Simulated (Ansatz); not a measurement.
# CsZnH3 in P4bm, a phase reached by a soft mode: a soft mode frozen in, part 2 of 3

Aim: this structure of CsZnH3 in P4bm, a phase reached by a soft mode is to be tested for unstable modes, and one is followed downhill.

Ansatz 0.2.0; DFT r2SCAN, scalar-relativistic, plane waves, PAW; PAW set soft_1.

So far. Step 4 (The mode frozen in, largest atomic shift 0.45 Å): The run ends at a pressure of -0.44 GPa, with forces up to 0.37 eV/Å.

The structure was built from a prototype and need not be the compound's stable phase.

## Step 5: Energy along the mode, all amplitudes (two of the runs are shown above)

An imaginary frequency means negative curvature, so the energy should fall and then rise again as anharmonic terms take over.

Numbers from this step:

```
depth at the lowest point sampled  : 1.821 meV/atom
largest atomic shift at that point : 0.45 Å
```

Energy from the parent against largest atomic shift:

```
largest atomic shift (Å)  energy from the parent (meV/atom)
                   0.000                                  0
                   0.040                             -0.026
                   0.080                             -0.104
                   0.140                             -0.309
                   0.220                             -0.711
                   0.320                              -1.30
                   0.450                              -1.82
                   0.600                              -1.13
```

Displacement at unit largest shift by atom:

```
atom   x (Å)   y (Å)   z (Å)   size
 Cs1   0.008   0.020   0.000  0.022
 Cs2   0.020   0.008   0.000  0.022
 Zn3   0.157   0.157   0.000  0.222
 Zn4  -0.201  -0.201   0.000  0.284
  H5  -0.107  -0.107   0.000  0.151
  H6  -0.107  -0.107   0.000  0.151
  H7  -0.494  -0.494   0.715  1.000
  H8  -0.494  -0.494  -0.715  1.000
  H9   0.140   0.140   0.000  0.198
 H10   0.123   0.123   0.000  0.174
```

The lowest of the steps tried is at 0.45 Å, 1.82 meV/atom below the parent; the bottom of the well need not coincide with a step.

## Step 6: Relaxation from the frozen mode

Starting from the lowest point found, all atoms and the cell are let go, so that strain and other modes of the same symmetry can join in.

Contents of input.yaml:

```yaml
crystal:
  lattice:
    - [5.927903034, 0.0, 0.0]
    - [0.0, 5.927903034, 0.0]
    - [0.0, 0.0, 5.3127044245]
  atoms:
    - { symbol: Cs, position: [0.5006141558, 0.5015475862, 0.0294963537] }
    - { symbol: Cs, position: [0.0015475862, 0.0006141558, 0.0294963537] }
    - { symbol: Zn, position: [0.0119480082, 0.5119480082, 0.5638645355] }
    - { symbol: Zn, position: [0.4847583826, -0.0152416174, 0.5638645355] }
    - { symbol: H, position: [0.1655574577, 0.3181370599, 0.4413613099] }
    - { symbol: H, position: [0.8181370599, 0.6655574577, 0.4413613099] }
    - { symbol: H, position: [0.2887657503, 0.7887657503, 0.5019291778] }
    - { symbol: H, position: [0.6361861481, 0.1361861481, 0.380793442] }
    - { symbol: H, position: [0.0106066964, 0.5106066964, 0.8679630063] }
    - { symbol: H, position: [0.5093469568, 0.0093469568, 0.8679630063] }
kpoints:
  mp_grid: { grid: [4, 4, 4] }
hamiltonian:
  xc: r2scan
  pseudopotentials: { kind: paw, azcp: { folder: soft_1 } }
scf:
  occupations: { method: fixed }
output:
  forces: true
  stress: true
  eigenvalues: true
  write_density: true
  write_potential: true
  elf: true
  volumetric_format: npy
relax:
  adjacent_minimum: "off"
  f_tol: 0.002
  max_steps: 120
  cell: { stress_tol: 0.03 }
```

Launch:

```bash
$ ansatz run input.yaml --threads 4 --pin off --max-ram 16384MiB --backend cpu --events-out ev --progress --plain --runs-dir out
```

Numbers of over 12 decimals in the logs are rounded to 6 here.

The program printed:

```text
[...]
Crystal: 10 atoms, lattice volume = 186.689 Å³
Basis set: ecut = 500 eV, 4711 PW (Γ), exchange–correlation on 180×180×160 points (64 copies of the dense FFT grid, shifted against one another)
Bands: 34, of which v1, the nominal top of the filled ones, is band 24 counted from 1 (23 counted from 0)
Symmetry: 2 space group operations
[...]
k-points: 24 of 64 (time reversal used)
[...]
SCF iter   1: F=—  HF=-18124.358269 eV  |F-HF|=—  |Δ(HF+E_count)|=         —  Δρ=9.43e-2  dr2=1.36e1  dr2_τ=5.11e-2  ethr=3.10e-3  ⟨swp⟩=5.0  Hψ=3325  notcnv=0  defer=185
[...]
SCF iter  10: F=-18120.935069 eV  HF=-18120.935069 eV  |F-HF|=5.51e-8  |Δ(HF+E_count)|=   5.39e-7  Δρ=7.13e-6  dr2=7.95e-8  dr2_τ=1.00e-9  ethr=2.08e-10  ⟨swp⟩=19.1  Hψ=8134  notcnv=0
SCF 1 converged in 10 iterations: F = -18120.935069 eV  dr2 = 7.95e-8
[...]
relax step   1: F+E_penalty+E_count = -18120.93506865 eV  Δ(F+E_penalty+E_count) = +0.000e0 eV  max|allowed force component| = 2.318e-1 eV/Å  Δτ_max = 0.0000 Å  P = -0.441 GPa  Ω = 186.689 Å³  (10 SCF iters, dr2 threshold 1.00e-7 eV, accepted)
Crystal: 10 atoms, lattice volume = 186.560 Å³
Basis set: ecut = 500 eV, 4725 PW (Γ), exchange–correlation on 180×180×160 points (64 copies of the dense FFT grid, shifted against one another)
[...]
iter 1 solved again at ethr=5.21e-4 eV; its pass at ethr=3.10e-3 eV (dr2=2.50e-1 eV) is discarded
[...]
SCF iter   8: F=-18121.009722 eV  HF=-18121.009722 eV  |F-HF|=9.45e-8  |Δ(HF+E_count)|=   2.41e-6  Δρ=1.76e-5  dr2=4.87e-7  dr2_τ=8.43e-9  ethr=2.08e-9  ⟨swp⟩=17.4  Hψ=8356  notcnv=0
SCF 2 converged in 8 iterations: F = -18121.009722 eV  dr2 = 4.87e-7
relax step   2: F+E_penalty+E_count = -18121.00972178 eV  Δ(F+E_penalty+E_count) = -7.465e-2 eV  max|allowed force component| = 2.382e-1 eV/Å  Δτ_max = 0.1920 Å  P = -0.120 GPa  Ω = 186.560 Å³  energy of the carried Pulay correction = +1.771e-5 eV  (8 SCF iters, dr2 threshold 1.00e-6 eV, accepted)
Crystal: 10 atoms, lattice volume = 186.592 Å³
Basis set: ecut = 500 eV, 4739 PW (Γ), exchange–correlation on 180×180×160 points (64 copies of the dense FFT grid, shifted against one another)
[...]
SCF iter   8: F=-18121.055114 eV  HF=-18121.055114 eV  |F-HF|=5.24e-8  |Δ(HF+E_count)|=   2.51e-6  Δρ=1.48e-5  dr2=5.32e-7  dr2_τ=6.25e-9  ethr=2.08e-9  ⟨swp⟩=17.4  Hψ=8557  notcnv=0
SCF 3 converged in 8 iterations: F = -18121.055114 eV  dr2 = 5.32e-7
relax step   3: F+E_penalty+E_count = -18121.05511374 eV  Δ(F+E_penalty+E_count) = -4.539e-2 eV  max|allowed force component| = 2.606e-1 eV/Å  Δτ_max = 0.1947 Å  P = +0.259 GPa  Ω = 186.592 Å³  energy of the carried Pulay correction = +1.333e-5 eV  (8 SCF iters, dr2 threshold 1.00e-6 eV, accepted)
[... from here on, the SCF cycles and remarks between the steps are left out ...]
relax step   4: F+E_penalty+E_count = -18121.08470679 eV  Δ(F+E_penalty+E_count) = -2.959e-2 eV  max|allowed force component| = 3.195e-1 eV/Å  Δτ_max = 0.0978 Å  P = +0.205 GPa  Ω = 186.767 Å³  energy of the carried Pulay correction = -1.073e-5 eV  (7 SCF iters, dr2 threshold 1.00e-6 eV, accepted)
relax step   5: F+E_penalty+E_count = -18121.13326658 eV  Δ(F+E_penalty+E_count) = -4.856e-2 eV  max|allowed force component| = 1.158e-1 eV/Å  Δτ_max = 0.1939 Å  P = -0.073 GPa  Ω = 186.682 Å³  energy of the carried Pulay correction = +9.157e-7 eV  (8 SCF iters, dr2 threshold 1.00e-6 eV, accepted)
relax step   6: F+E_penalty+E_count = -18121.17190092 eV  Δ(F+E_penalty+E_count) = -3.863e-2 eV  max|allowed force component| = 1.228e-1 eV/Å  Δτ_max = 0.2000 Å  P = -0.143 GPa  Ω = 185.391 Å³  energy of the carried Pulay correction = +1.786e-4 eV  (8 SCF iters, dr2 threshold 8.39e-7 eV, accepted)
relax step   7: F+E_penalty+E_count = -18121.21009155 eV  Δ(F+E_penalty+E_count) = -3.819e-2 eV  max|allowed force component| = 7.792e-2 eV/Å  Δτ_max = 0.2000 Å  P = -0.074 GPa  Ω = 183.442 Å³  energy of the carried Pulay correction = +4.493e-4 eV  (8 SCF iters, dr2 threshold 9.42e-7 eV, accepted)
relax step   8: F+E_penalty+E_count = -18121.21797247 eV  Δ(F+E_penalty+E_count) = -7.881e-3 eV  max|allowed force component| = 3.887e-2 eV/Å  Δτ_max = 0.1079 Å  P = -0.013 GPa  Ω = 182.485 Å³  energy of the carried Pulay correction = +5.833e-4 eV  (8 SCF iters, dr2 threshold 3.79e-7 eV, accepted)
relax step   9: F+E_penalty+E_count = -18121.21844758 eV  Δ(F+E_penalty+E_count) = -4.751e-4 eV  max|allowed force component| = 1.553e-2 eV/Å  Δτ_max = 0.0166 Å  P = +0.005 GPa  Ω = 182.386 Å³  energy of the carried Pulay correction = +5.972e-4 eV  (6 SCF iters, dr2 threshold 9.44e-8 eV, accepted)
relax step  10: F+E_penalty+E_count = -18121.21851319 eV  Δ(F+E_penalty+E_count) = -6.561e-5 eV  max|allowed force component| = 4.594e-3 eV/Å  Δτ_max = 0.0069 Å  P = +0.002 GPa  Ω = 182.334 Å³  energy of the carried Pulay correction = +6.046e-4 eV  (7 SCF iters, dr2 threshold 1.51e-8 eV, accepted)
relax step  11: F+E_penalty+E_count = -18121.21852013 eV  Δ(F+E_penalty+E_count) = -6.940e-6 eV  max|allowed force component| = 2.287e-3 eV/Å  Δτ_max = 0.0029 Å  P = -0.003 GPa  Ω = 182.383 Å³  energy of the carried Pulay correction = +5.976e-4 eV  (7 SCF iters, dr2 threshold 1.32e-9 eV, accepted)
relax step  12: F+E_penalty+E_count = -18121.21852892 eV  Δ(F+E_penalty+E_count) = -8.787e-6 eV  max|allowed force component| = 5.905e-4 eV/Å  Δτ_max = 0.0012 Å  P = +0.001 GPa  Ω = 182.360 Å³  energy of the carried Pulay correction = +6.009e-4 eV  (7 SCF iters, dr2 threshold 3.27e-10 eV, accepted)
[...]
SCF iter   6: F=-18121.218429 eV  HF=-18121.218429 eV  |F-HF|=3.64e-11  |Δ(HF+E_count)|=   1.23e-9  Δρ=1.66e-7  dr2=2.40e-11  dr2_τ=2.72e-12  ethr=1.00e-12  ⟨swp⟩=16.6  Hψ=6875  notcnv=0
SCF 13 converged in 6 iterations: F = -18121.218429 eV  dr2 = 2.40e-11
relax step  13: F+E_penalty+E_count = -18121.21842918 eV  Δ(F+E_penalty+E_count) = +9.974e-5 eV  max|allowed force component| = 7.066e-4 eV/Å  Δτ_max = 0.0000 Å  P = -0.001 GPa  Ω = 182.360 Å³  stress off target by 9.45e-3 GPa  SCF on the basis re-selected at this cell (its energy is not comparable with the rows above)  (6 SCF iters)
basis re-selected at this cell: Δ(F+E_penalty+E_count) = +9.974e-5 eV, ΔP = -0.002 GPa vs the last step (what re-selecting the basis moved, of the pressure what is left beyond the Pulay correction that the steps carried, after the strain that the cell walked since its last selection, with what the two solves' SCF thresholds leave and, on support functions, any second-order correction that the steps lacked; it is no m [...]
SCF converged after 6 iterations
Free energy (F): -18121.218429 eV
[...]
Internal energy: -18121.218429 eV  (E = F + TS)
E sigma→0 (E₀):  -18121.218429 eV
Fermi energy:    2.352778 eV
[...]
--- Forces (eV/Å), atoms counted from 1 ---
  atom   1  Cs    -0.00013990    -0.00007031    -0.00013177
  atom   2  Cs    -0.00007031    -0.00013990    -0.00013177
  atom   3  Zn     0.00023841     0.00023841     0.00070686
  atom   4  Zn     0.00024978     0.00024978     0.00060505
  atom   5  H      0.00021410    -0.00036325    -0.00020568
  atom   6  H     -0.00036325     0.00021410    -0.00020568
  atom   7  H      0.00010865     0.00010865    -0.00005799
  atom   8  H     -0.00007037    -0.00007037    -0.00008977
  atom   9  H     -0.00003015    -0.00003015    -0.00016979
  atom  10  H     -0.00013950    -0.00013950    -0.00031700
  max |Σ_I F_I| component: 2.55e-6 eV/Å
--- Stress (GPa, compression-positive) ---
       -0.004758       0.002187       0.003736
        0.002187      -0.004758       0.003736
        0.003737       0.003737       0.007132
  P = ⅓ Tr σ = -0.0008 GPa (-0.008 kbar)
--- Band table (eV; the first three rows and the last of 24) ---
  k-point 0: bands = [... 20 lower, 1.6020, 1.7666, 1.8228, 2.3011, 6.6106, 7.3045, 7.5583, 7.6376, ... 6 higher]
  k-point 1: bands = [... 20 lower, 0.9647, 1.6551, 1.6884, 1.9417, 7.0057, 7.4499, 7.6582, 8.1779, ... 6 higher]
  k-point 2: bands = [... 20 lower, 0.3319, 1.4794, 1.4983, 1.6056, 7.3065, 7.6799, 7.8451, 8.4083, ... 6 higher]
  k-point 23: bands = [... 20 lower, 1.2191, 1.6735, 1.9951, 2.3412, 7.1552, 7.2725, 8.7112, 8.8465, ... 6 higher]
--- Relaxed structure (12 steps of the walk, 12 accepted, 1 SCFs on fresh bases) ---
  F+E_penalty+E_count = -18121.21842918 eV   max|allowed force component| = 7.066e-4 eV/Å   (the final SCF, on the basis selected at the relaxed cell)
  cell:  # Å, volume = 182.3601 Å³
    - [5.781167, 0.071146, 0.109265]
    - [0.071146, 5.781167, 0.109265]
    - [0.097925, 0.097925, 5.460788]
  atoms:
    - { symbol: Cs, position: [0.525075, 0.522465, 0.050474] }
    - { symbol: Cs, position: [0.022465, 0.025075, 0.050474] }
    - { symbol: Zn, position: [0.049183, 0.549183, 0.597180] }
    - { symbol: Zn, position: [0.469860, -0.030140, 0.530784] }
    - { symbol: H, position: [0.171091, 0.316491, 0.486201] }
    - { symbol: H, position: [0.816491, 0.671091, 0.486201] }
    - { symbol: H, position: [0.264835, 0.764835, 0.546079] }
    - { symbol: H, position: [0.532894, 0.032894, 0.254980] }
    - { symbol: H, position: [0.032633, 0.532633, 0.895795] }
    - { symbol: H, position: [0.542940, 0.042940, 0.789927] }
```

Wall time 2.5 min (4 threads of Arm Neoverse V1, shared host); peak memory 0.91 GiB.

The steps of the relaxation:

```
step  energy less that of the first step (eV)  largest force component (eV/Å)  pressure (GPa)  volume (Å³)
   1                                   0.0000                          0.2318           -0.44       186.69
   2                                  -0.0747                          0.2382           -0.12       186.56
   3                                  -0.1200                          0.2606            0.26       186.59
   4                                  -0.1496                          0.3195            0.21       186.77
   5                                  -0.1982                          0.1158           -0.07       186.68
   6                                  -0.2368                          0.1228           -0.14       185.39
   7                                  -0.2750                          0.0779           -0.07       183.44
   8                                  -0.2829                          0.0389           -0.01       182.48
   9                                  -0.2834                          0.0155            0.00       182.39
  10                                  -0.2834                          0.0046            0.00       182.33
  11                                  -0.2835                          0.0023            0.00       182.38
  12                                  -0.2835                          0.0006            0.00       182.36
 13*                                  -0.2834                          0.0007            0.00       182.36
```

Relaxation steps marked * repeat the geometry before them on a plane-wave basis chosen anew for their cell, so energy and pressure can jump there.

Forces are held to the 2 operations that the run works with; a distortion that breaks them can't arise in this run.

```
     cell as run  before  after  change
           a (Å)   5.928  5.783  -2.5 %
           b (Å)   5.928  5.783  -2.5 %
           c (Å)   5.313  5.463  +2.8 %
           α (°)   90.00  87.88  -2.4 %
           β (°)   90.00  87.88  -2.4 %
           γ (°)   90.00  88.57  -1.6 %
volume (Å³/atom)   18.67  18.24  -2.3 %
```

The atoms that moved most (Å, as changes of fractional coordinates times the final cell):

```
atom      dx      dy      dz  length
  H8  -0.617  -0.617  -0.710   1.124
 H10   0.189   0.189  -0.419   0.497
 Zn3   0.221   0.221   0.190   0.366
  H7  -0.136  -0.136   0.236   0.304
  H6  -0.005   0.036   0.245   0.248
  H5   0.036  -0.005   0.245   0.248
  H9   0.132   0.132   0.157   0.243
 Cs1   0.145   0.125   0.120   0.226
```

This step gave:

* pressure: -7.95e-4 GPa
* gap on the k-mesh: 4.041 eV
* volume per atom: 18.24 Å³

ELF in the ac plane at fractional y = 0.522, with atoms of Cs and Zn and H within 0.2 Å of it. It is the smooth field of the valence electrons, not physical close to the nuclei.

Ten even steps from '_' (0.03 × 1e-1) to '@' (9.97 × 1e-1), each cell a mean:
```
@@@@@@--..**%%%%####%%%%--..**@@
@@@@@@++__--##%%%%%%%%++....##@@
%%%%##==..__--**####++::__..**##
::::::::..____..--::..____..::::
____......______________::::....
______......________..==++--..__
______......________--%%%%++::__
..__....::..________::%%@@##--..
::::::::..____________==##%%++::
::::::::______::--::____::++==--
......____..==######++..__......
________..++%%%%%%%%%%++..______
....____--##%%%%####%%%%==______
##**::__--%%%%++..==%%%%++__..++
@@@@##..::%%%%++..--%%%%++__==@@
```
Columns run along a (5.8 Å), rows up along c (5.5 Å). Atoms in or near the plane, at fractional coordinates: Cs at (0.53, 0.05), Zn at (0.05, 0.60), H at (0.03, 0.90).

Valence density in the ac plane at fractional y = 0.522, with atoms of Cs and Zn and H within 0.2 Å of it. It is the smooth field of the valence electrons, not physical close to the nuclei.

Ten steps, logarithmic in the rise over the least value, from '_' (0 e/Å³) to '@' (19 e/Å³), each cell a mean:
```
----......::--========::......::
====::..__..::------::........::
----::..____....::::....____..::
----::..__________________....::
**##==::..________________..::==
@@@@**::..______________....::++
%%@@++::..______________....::==
====--::..______________....::::
::::....________________........
......________________________..
____________..::::::....________
__________..::------::..________
________..::--==--==--::..______
________..::==--__::==--..______
......__..::==--__::==--..__....
```
Columns run along a (5.8 Å), rows up along c (5.5 Å). Atoms in or near the plane, at fractional coordinates: Cs at (0.53, 0.05), Zn at (0.05, 0.60), H at (0.03, 0.90).

Electrostatic potential energy in the ac plane at fractional y = 0.522, with atoms of Cs and Zn and H within 0.2 Å of it. With pseudopotentials it is smooth inside the atoms' cores, unlike the true potential.

Ten even steps from '_' (-41 eV) to '@' (8 eV), each cell a mean:
```
++**@@@@@@%%++========##%%@@@@%%
::==@@@@@@@@##**++++**%%@@@@@@%%
####@@@@@@@@@@%%%%%%%%@@@@@@@@@@
++++##@@@@@@@@@@@@@@@@@@@@@@@@##
____--##@@@@@@@@@@@@@@@@@@@@%%--
______**@@@@@@@@@@@@@@@@@@@@##..
____..**@@@@@@@@@@@@@@@@@@@@##::
::::++%%@@@@@@@@@@@@@@@@@@@@@@**
%%%%%%@@@@@@@@@@@@@@@@@@@@@@@@@@
@@@@@@@@@@@@@@@@@@@@@@@@@@@@@@@@
@@@@@@@@@@@@%%%%##%%%%@@@@@@@@@@
@@@@@@@@@@%%##++++++**%%@@@@@@@@
@@@@@@@@@@##++========##%%@@@@@@
@@@@@@@@@@##==========**%%@@@@@@
@@@@@@@@@@##==========**%%@@@@@@
```
Columns run along a (5.8 Å; values clipped at the 3rd and 97th percentile), rows up along c (5.5 Å). Atoms in or near the plane, at fractional coordinates: Cs at (0.53, 0.05), Zn at (0.05, 0.60), H at (0.03, 0.90).

The distorted start has space group Cm; the relaxation ends in Cm.

## Step 7: The new phase in its own primitive cell

The relaxed structure is symmetrised, reduced to its primitive cell and relaxed tightly, as its phonons need.

Contents of input.yaml:

```yaml
crystal:
  lattice:
    - [4.1396526967, -4.03759451, 0.0]
    - [4.1396526967, 4.03759451, 0.0]
    - [-0.2825741877, 0.0, 5.4552304535]
  atoms:
    - { symbol: Cs, position: [0.0224651736, 0.5250752359, 0.9495263774] }
    - { symbol: Cs, position: [0.5250752359, 0.0224651736, 0.9495263774] }
    - { symbol: Zn, position: [0.0491826385, 0.0491826385, 0.4028200883] }
    - { symbol: Zn, position: [0.4698603537, 0.4698603537, 0.46921619] }
    - { symbol: H, position: [0.816490789, 0.1710909319, 0.5137990471] }
    - { symbol: H, position: [0.1710909319, 0.816490789, 0.5137990471] }
    - { symbol: H, position: [0.2648353462, 0.2648353462, 0.4539208731] }
    - { symbol: H, position: [0.532894251, 0.532894251, 0.7450204724] }
    - { symbol: H, position: [0.0326331513, 0.0326331513, 0.1042051404] }
    - { symbol: H, position: [0.542940331, 0.542940331, 0.2100733561] }
kpoints:
  mp_grid: { grid: [4, 4, 4] }
hamiltonian:
  xc: r2scan
  pseudopotentials: { kind: paw, azcp: { folder: soft_1 } }
scf:
  occupations: { method: fixed }
output:
  forces: true
  stress: true
  eigenvalues: true
relax:
  adjacent_minimum: "off"
  f_tol: 0.001
  max_steps: 60
  cell: { stress_tol: 0.01 }
```

The program printed:

```text
[...]
Crystal: 10 atoms, lattice volume = 182.360 Å³
Basis set: ecut = 500 eV, 4629 PW (Γ), exchange–correlation on 180×180×160 points (64 copies of the dense FFT grid, shifted against one another)
Bands: 34, of which v1, the nominal top of the filled ones, is band 24 counted from 1 (23 counted from 0)
Symmetry: 2 space group operations
[...]
- { symbol: Zn, position: [0.469860, 0.469860, 0.46921619] }
    - { symbol: H, position: [0.816491, 0.1710909319, 0.5137990471] }
    - { symbol: H, position: [0.1710909319, 0.816491, 0.5137990471] }
    - { symbol: H, position: [0.2648353462, 0.2648353462, 0.453921] }
    - { symbol: H, position: [0.532894, 0.532894, 0.7450204724] }
    - { symbol: H, position: [0.032633, 0.032633, 0.104205] }
    - { symbol: H, position: [0.542940331, 0.542940331, 0.2100733561] }
[key lines of the parts left out:]
SCF converged after 7 iterations
Free energy (F): -18121.218429 eV
Fermi energy:    2.352779 eV
P = ⅓ Tr σ = -0.0008 GPa (-0.008 kbar)
```

It took 23 s on 4 threads; peak memory 0.83 GiB.

Little changed from the start: no atom moved by 0.005 Å and no cell edge by 0.1 %.

This step gave:

```
pressure           : -7.96e-4 GPa
direct gap on mesh : 4.223 eV
```

The largest force component left is 0.70 meV/Å and the pressure is -0.001 GPa, within the tolerances set. The cell now holds 18.24 Å³/atom.

(Continued in part 3 of 3.)

[Logs are printed without paths, hosts, clocks, repeated set-up lines and the standing remarks that a program may print on its own settings, such as how far it seeks lower states.]

[Hosts, paths, dates, database ids (printed as entryN), source tags and the programs' standing remarks are cut or masked in the printed files.]
